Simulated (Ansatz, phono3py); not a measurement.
# Scattering channels in ZnSe (Stilleite, F-43m), one at a time, part 3 of 5

Wanted: the sensitivity of κ of ZnSe (Stilleite) to the choices of the transport step.

Experimental results on record:
- thermal conductivity 19 W/m/K near room temperature (given in “Combining the AFLOW GIBBS and Elastic Libraries to efficiently and robustly screen thermo-mechanical properties of solids”, 2017, arXiv:1611.05714)

Ansatz 0.2.0 and phono3py 4.10.0; DFT LDA, scalar-relativistic, plane waves, PAW; PAW set soft_1 (the session's first sound run).

So far, κ at 300 K (W/m/K): step 3 (relaxation-time solution) 25.0; step 9 (q-mesh of the transport sums 13×13×13) 25.6; step 10 (q-mesh of the transport sums 17×17×17) 24.1; step 11 (q-mesh of the transport sums 23×23×23) 25.2; step 12 (q-mesh of the transport sums 29×29×29) 26.2.

### 14. Boundary scattering, third order supercell 3×3×3, supercell 6×6×6

A boundary term v/L is added to each rate, a simple model of grains or a thin sample.

This step: DFT LDA, scalar-relativistic, plane waves, PAW; PAW set soft_1; phono3py on Ansatz's force constants (phono3py 4.10.0).

Input file phono3py.yaml:

```yaml
phono3py:
  version: "4.10.0"
  frequency_unit_conversion_factor: 15.633302
  symmetry_tolerance: 1.00000e-05

physical_unit:
  atomic_mass: "AMU"
  length: "angstrom"

space_group:
  type: "F-43m"
  number: 216
  Hall_symbol: "F -4 2 3"

primitive_matrix:
- [  1.000000000000000,  0.000000000000000,  0.000000000000000 ]
- [  0.000000000000000,  1.000000000000000,  0.000000000000000 ]
- [  0.000000000000000,  0.000000000000000,  1.000000000000000 ]

supercell_matrix:
- [   3,   0,   0 ]
- [   0,   3,   0 ]
- [   0,   0,   3 ]

# [primitive_cell block left out]
unit_cell:
  lattice:
  - [     0.000000000000000,     2.783675540400000,     2.783675540400000 ] # a
  - [     2.783675540400000,     0.000000000000000,     2.783675540400000 ] # b
  - [     2.783675540400000,     2.783675540400000,     0.000000000000000 ] # c
  points:
  - symbol: Zn # 1
    coordinates: [  0.000000000000000,  0.000000000000000,  0.000000000000000 ]
    mass: 65.380000
    reduced_to: 1
  - symbol: Se # 2
    coordinates: [  0.250000000000000,  0.250000000000000,  0.250000000000000 ]
    mass: 78.971000
    reduced_to: 2

# [supercell block left out]
phonon_supercell_matrix:
- [   6,   0,   0 ]
- [   0,   6,   0 ]
- [   0,   0,   6 ]

# [phonon_primitive_cell block left out]
# [phonon_supercell block left out]
nac:
  born_effective_charge:
  - # 1 (Zn)
    - [  1.968590722944593,  0.000000000000000,  0.000000000000000 ]
    - [  0.000000000000000,  1.968590722944592,  0.000000000000000 ]
    - [  0.000000000000000,  0.000000000000000,  1.968590722944592 ]
  - # 2 (Se)
    - [ -1.968590722944593,  0.000000000000000,  0.000000000000000 ]
    - [  0.000000000000000, -1.968590722944592,  0.000000000000000 ]
    - [  0.000000000000000,  0.000000000000000, -1.968590722944592 ]
  dielectric_constant:
    - [  7.507303767595457,  0.000000000000000,  0.000000000000000 ]
    - [  0.000000000000000,  7.507303767595457,  0.000000000000000 ]
    - [  0.000000000000000,  0.000000000000000,  7.507303767595456 ]
  unit_conversion_factor: 14.399645
```

The run is started by

```bash
phono3py phono3py.yaml --mesh 19 19 19 --br --isotope --boundary-mfp 0.01 --ts 100 150 200 300 400 500 600 800
```

What it wrote:

```text
[banner, memory and clock lines left out]
Rust backend (phonors) using rayon (8 threads).
Running in phono3py.load mode.
Spglib version 2.8.0
----------------------------- General settings -----------------------------
Run mode: conductivity-RTA
HDF5 data compression filter: gzip
Crystal structure was read from "phono3py.yaml".
Supercell (dim): [3 3 3]
Phonon supercell (dim-fc2): [6 6 6]
Primitive matrix:
  [1. 0. 0.]
  [0. 1. 0.]
  [0. 0. 1.]
Spacegroup: F-43m (216)
Use -v option to watch primitive cell, unit cell, and supercell structures.
NAC parameters were read from "phono3py.yaml".
fc3 was read from "fc3.hdf5".
fc2 was read from "fc2.hdf5".
----------------------------- Force constants ------------------------------
Max drift of fc3: -0.00000500 (xzy) -0.00000500 (xzy) -0.00000500 (xyz)
Max drift of fc2: 0.00002100 (yy) 0.00002100 (yy)
--------------------------- Calculation settings ---------------------------
Non-analytical term correction (NAC): True
NAC unit conversion factor:  14.39964
BZ integration: Tetrahedron-method
Temperature:  100.0  150.0  200.0  300.0  400.0 ... 800.0
Cutoff frequency: 0.01
Mesh sampling: [ 19 19 19 ]
Generating grid system ... [ 19 19 19 ]
fc3-r2q-transformation over three atoms: True
--------------------------- Phonon calculations ----------------------------
  PRB 50, 13035(R) (1994), PRB 55, 10355 (1997)
  G-cutoff distance: 1.18, Number of G-points: 307, Lambda: 0.34
Running harmonic phonon calculations...
-------------------- Lattice thermal conductivity (RTA) --------------------
Running heat capacity calculations...
Running velocity calculations...
Running isotope scattering calculations with tetrahedron method...
======================= Grid point 0 (1/220) =======================
q-point: ( 0.00  0.00  0.00)
Boundary mean free path (micrometer): 0.01000
Mass variance parameters: 5.98e-04 4.63e-04
Number of triplets: 220
Frequency     group velocity (x, y, z)     |gv|
   0.006   (   0.000    0.000    0.000)    0.000
   0.006   (  -0.000    0.000    0.000)    0.000
   0.006   (   0.000    0.000    0.000)    0.000
   6.529   (   0.000    0.000   -0.000)    0.000
   6.529   (   0.000    0.000    0.000)    0.000
   6.529   (  -0.000    0.000   -0.000)    0.000
======================= Grid point 1 (2/220) =======================
q-point: ( 0.05  0.00  0.00)
Boundary mean free path (micrometer): 0.01000
Mass variance parameters: 5.98e-04 4.63e-04
Number of triplets: 670
Frequency     group velocity (x, y, z)     |gv|
   0.334   ( -11.727   11.727   11.727)   20.311
   0.334   ( -11.727   11.727   11.727)   20.311
   0.811   ( -28.093   28.093   28.093)   48.659
   6.530   (  -0.039    0.039    0.039)    0.067
   6.530   (  -0.039    0.039    0.039)    0.067
   7.563   (   1.025   -1.025   -1.025)    1.775
[217 grid points left out]
======================= Grid point 1647 (220/220) =======================
q-point: (-0.26  0.47  0.21)
Boundary mean free path (micrometer): 0.01000
Mass variance parameters: 5.98e-04 4.63e-04
Number of triplets: 1810
Frequency     group velocity (x, y, z)     |gv|
   2.487   (   3.779    1.599    0.000)    4.104
   2.817   (  -1.508    1.374    0.000)    2.040
   5.462   (  11.197   -3.464   -0.000)   11.720
   5.671   ( -10.810    0.598    0.000)   10.827
   6.732   (   1.206    0.188    0.000)    1.221
   7.030   (  -0.518    0.613    0.000)    0.803
=================== End of collection of collisions ===================
----------- Thermal conductivity (W/m-k) with tetrahedron method -----------
#  T(K)        xx         yy         zz         yz         xz         xy
  100.0       3.345      3.345      3.345      0.000     -0.000     -0.000
  150.0       3.433      3.433      3.433      0.000     -0.000     -0.000
  200.0       3.329      3.329      3.329      0.000     -0.000     -0.000
  300.0       3.047      3.047      3.047      0.000     -0.000     -0.000
  400.0       2.795      2.795      2.795      0.000     -0.000     -0.000
  500.0       2.587      2.587      2.587      0.000     -0.000     -0.000
  600.0       2.412      2.412      2.412      0.000     -0.000     -0.000
  800.0       2.139      2.139      2.139      0.000     -0.000     -0.000

Thermal conductivity related properties were written into
"kappa-m191919.hdf5".
Summary of calculation was written in "phono3py.yaml".
```

Elapsed: 28 s, on 8 threads of Arm Neoverse V2, shared host; peak memory 0.1 GiB; 2.9 min of CPU time.

Numbers from this step:

```
κ at 300 K            : 3.047 W/m/K
κ xx, yy, zz at 300 K : 3.047, 3.047, 3.047 W/m/K
```

W/m/K. Kappa, by row:

| T (K) | xx | yy | zz | yz | xz | xy |
| --- | --- | --- | --- | --- | --- | --- |
| 100 | 3.345 | 3.345 | 3.345 | 0 | 0 | 0 |
| 150 | 3.433 | 3.433 | 3.433 | 0 | 0 | 0 |
| 200 | 3.329 | 3.329 | 3.329 | 0 | 0 | 0 |
| 300 | 3.047 | 3.047 | 3.047 | 0 | 0 | 0 |
| 400 | 2.795 | 2.795 | 2.795 | 0 | 0 | 0 |
| 500 | 2.587 | 2.587 | 2.587 | 0 | 0 | 0 |
| 600 | 2.412 | 2.412 | 2.412 | 0 | 0 | 0 |
| 800 | 2.139 | 2.139 | 2.139 | 0 | 0 | 0 |

κ at 300 K goes from 25.0 in the base run to 3.05 W/(m K).

### 15. Boundary scattering, third order supercell 3×3×3, supercell 6×6×6 (run 2)

A boundary term v/L is added to each rate, a simple model of grains or a thin sample.

phono3py.yaml is that of step 14.

The run is started by

```bash
phono3py phono3py.yaml --mesh 19 19 19 --br --isotope --boundary-mfp 0.3 --ts 100 150 200 300 400 500 600 800
```

What it wrote:

```text
[banner, memory and clock lines left out]
Rust backend (phonors) using rayon (8 threads).
Running in phono3py.load mode.
Spglib version 2.8.0
----------------------------- General settings -----------------------------
Run mode: conductivity-RTA
HDF5 data compression filter: gzip
Crystal structure was read from "phono3py.yaml".
Supercell (dim): [3 3 3]
Phonon supercell (dim-fc2): [6 6 6]
Primitive matrix:
  [1. 0. 0.]
  [0. 1. 0.]
  [0. 0. 1.]
Spacegroup: F-43m (216)
Use -v option to watch primitive cell, unit cell, and supercell structures.
[...]
----------- Thermal conductivity (W/m-k) with tetrahedron method -----------
#  T(K)        xx         yy         zz         yz         xz         xy
  100.0      27.972     27.972     27.972      0.000     -0.000     -0.000
  150.0      22.580     22.580     22.580      0.000     -0.000     -0.000
  200.0      18.953     18.953     18.953      0.000     -0.000     -0.000
[...]
600.0       8.803      8.803      8.803      0.000     -0.000     -0.000
  800.0       7.048      7.048      7.048      0.000     -0.000     -0.000

Thermal conductivity related properties were written into
"kappa-m191919.hdf5".
Summary of calculation was written in "phono3py.yaml".
```

The job ended after 28 s (8 threads; peak memory 0.1 GiB).

This step gave:

```yaml
kappa_at_300_k: 14.51 W/m/K
kappa_xx_yy_zz_at_300_k: 14.51, 14.51, 14.51 W/m/K
```

W/m/K. Kappa, by row:

| T (K) | xx | yy | zz | yz | xz | xy |
| --- | --- | --- | --- | --- | --- | --- |
| 100 | 27.97 | 27.97 | 27.97 | 0 | 0 | 0 |
| 150 | 22.58 | 22.58 | 22.58 | 0 | 0 | 0 |
| 200 | 18.95 | 18.95 | 18.95 | 0 | 0 | 0 |
| 300 | 14.51 | 14.51 | 14.51 | 0 | 0 | 0 |
| 400 | 11.87 | 11.87 | 11.87 | 0 | 0 | 0 |
| 500 | 10.09 | 10.09 | 10.09 | 0 | 0 | 0 |
| 600 | 8.803 | 8.803 | 8.803 | 0 | 0 | 0 |
| 800 | 7.048 | 7.048 | 7.048 | 0 | 0 | 0 |

κ at 300 K goes from 25.0 in the base run to 14.5 W/(m K).

### 16. Direct solution of the linearised equation, third order supercell 3×3×3, supercell 6×6×6

Solving the linearised equation directly keeps the heat that normal processes pass on between modes; it is dearer, so the mesh may be smaller.

phono3py.yaml is that of step 15.

The run is started by

```bash
phono3py phono3py.yaml --mesh 19 19 19 --lbte --isotope --ts 100 300 600
```

What it wrote:

```text
[banner, memory and clock lines left out]
Rust backend (phonors) using rayon (8 threads).
Running in phono3py.load mode.
Spglib version 2.8.0
----------------------------- General settings -----------------------------
Run mode: conductivity-LBTE
HDF5 data compression filter: gzip
Crystal structure was read from "phono3py.yaml".
Supercell (dim): [3 3 3]
Phonon supercell (dim-fc2): [6 6 6]
Primitive matrix:
  [1. 0. 0.]
  [0. 1. 0.]
  [0. 0. 1.]
Spacegroup: F-43m (216)
Use -v option to watch primitive cell, unit cell, and supercell structures.
NAC parameters were read from "phono3py.yaml".
fc3 was read from "fc3.hdf5".
fc2 was read from "fc2.hdf5".
----------------------------- Force constants ------------------------------
Max drift of fc3: -0.00000500 (xzy) -0.00000500 (xzy) -0.00000500 (xyz)
Max drift of fc2: 0.00002100 (yy) 0.00002100 (yy)
--------------------------- Calculation settings ---------------------------
Non-analytical term correction (NAC): True
NAC unit conversion factor:  14.39964
BZ integration: Tetrahedron-method
Temperatures: 100.0  300.0  600.0
Cutoff frequency: 0.01
Mesh sampling: [ 19 19 19 ]
Generating grid system ... [ 19 19 19 ]
fc3-r2q-transformation over three atoms: True
--------------------------- Phonon calculations ----------------------------
  PRB 50, 13035(R) (1994), PRB 55, 10355 (1997)
  G-cutoff distance: 1.18, Number of G-points: 307, Lambda: 0.34
Running harmonic phonon calculations...
------------------- Lattice thermal conductivity (LBTE) -------------------
Running heat capacity calculations...
Running velocity calculations...
Running isotope scattering calculations with tetrahedron method...
======================= Grid point 0 (1/220) =======================
q-point: ( 0.00  0.00  0.00)
Boundary mean free path (millimeter): 1000.000
Mass variance parameters: 5.98e-04 4.63e-04
Number of triplets: 220
Frequency     group velocity (x, y, z)     |gv|
   0.006   (   0.000    0.000    0.000)    0.000
   0.006   (  -0.000    0.000    0.000)    0.000
   0.006   (   0.000    0.000    0.000)    0.000
   6.529   (   0.000    0.000   -0.000)    0.000
   6.529   (   0.000    0.000    0.000)    0.000
   6.529   (  -0.000    0.000   -0.000)    0.000
======================= Grid point 1 (2/220) =======================
q-point: ( 0.05  0.00  0.00)
Boundary mean free path (millimeter): 1000.000
Mass variance parameters: 5.98e-04 4.63e-04
Number of triplets: 670
Frequency     group velocity (x, y, z)     |gv|
   0.334   ( -11.727   11.727   11.727)   20.311
   0.334   ( -11.727   11.727   11.727)   20.311
   0.811   ( -28.093   28.093   28.093)   48.659
   6.530   (  -0.039    0.039    0.039)    0.067
   6.530   (  -0.039    0.039    0.039)    0.067
   7.563   (   1.025   -1.025   -1.025)    1.775
[217 grid points left out]
======================= Grid point 1647 (220/220) =======================
q-point: (-0.26  0.47  0.21)
Boundary mean free path (millimeter): 1000.000
Mass variance parameters: 5.98e-04 4.63e-04
Number of triplets: 1810
Frequency     group velocity (x, y, z)     |gv|
   2.487   (   3.779    1.599    0.000)    4.104
   2.817   (  -1.508    1.374    0.000)    2.040
   5.462   (  11.197   -3.464   -0.000)   11.720
   5.671   ( -10.810    0.598    0.000)   10.827
   6.732   (   1.206    0.188    0.000)    1.221
   7.030   (  -0.518    0.613    0.000)    0.803
=================== End of collection of collisions ===================
- Collision matrix shape (1, 3, 220, 6, 3, 220, 6, 3)
- Averaging collision matrix elements by phonon degeneracy [0.082s]
- Making collision matrix symmetric (Rust) [0.012s]
Diagonalize by scipy.linalg.lapack.dsyev sum=4.9e+01 d=-2.8e-14 [129.443s]
Pinv by ignoring 1026/3960 dims under abs(eig)<1.0e-08 (np.dot) [0.040s]
----------- Thermal conductivity (W/m-k) with tetrahedron method -----------
#  T(K)        xx         yy         zz         yz         xz         xy
  100.0      87.770     87.770     87.770      0.000     -0.000     -0.000
  (RTA)      86.075     86.075     86.075      0.000     -0.000     -0.000
Diagonalize by scipy.linalg.lapack.dsyev sum=8.8e+01 d=0.0e+00 [123.497s]
Pinv by ignoring 1026/3960 dims under abs(eig)<1.0e-08 (np.dot) [0.019s]
#  T(K)        xx         yy         zz         yz         xz         xy
  300.0      25.998     25.998     25.998      0.000     -0.000     -0.000
  (RTA)      24.968     24.968     24.968      0.000     -0.000     -0.000
Diagonalize by scipy.linalg.lapack.dsyev sum=1.5e+02 d=0.0e+00 [116.055s]
Pinv by ignoring 1026/3960 dims under abs(eig)<1.0e-08 (np.dot) [0.021s]
#  T(K)        xx         yy         zz         yz         xz         xy
  600.0      13.191     13.191     13.191      0.000     -0.000     -0.000
  (RTA)      12.603     12.603     12.603      0.000     -0.000     -0.000
Thermal conductivity related properties were written into
"kappa-m191919.hdf5".
Eigenvalues of collision matrix were written into "coleigs-m191919.hdf5"
Summary of calculation was written in "phono3py.yaml".
```

It took 6.7 min on 8 threads; peak memory 0.49 GiB.

Numbers from this step:

```
κ at 300 K            : 26 W/m/K
κ xx, yy, zz at 300 K : 26, 26, 26 W/m/K
```

W/m/K. Kappa, by row:

| T (K) | xx | yy | zz | yz | xz | xy | RTA mean |
| --- | --- | --- | --- | --- | --- | --- | --- |
| 100 | 87.77 | 87.77 | 87.77 | 0 | 0 | 0 | 86.08 |
| 300 | 26 | 26 | 26 | 0 | 0 | 0 | 24.97 |
| 600 | 13.19 | 13.19 | 13.19 | 0 | 0 | 0 | 12.6 |

κ at 300 K goes from 25.0 in the base run to 26 W/(m K).

(Part 3 of 5 ends here.)

[Logs are printed without paths, hosts, clocks, repeated set-up lines and the standing remarks that a program may print on its own settings, such as how far it seeks lower states.]

[Hosts, paths, dates, database ids (printed as entryN), source tags and the programs' standing remarks are cut or masked in the printed files.]

[A step with changed settings may run another functional than the one named; its input shows which.]
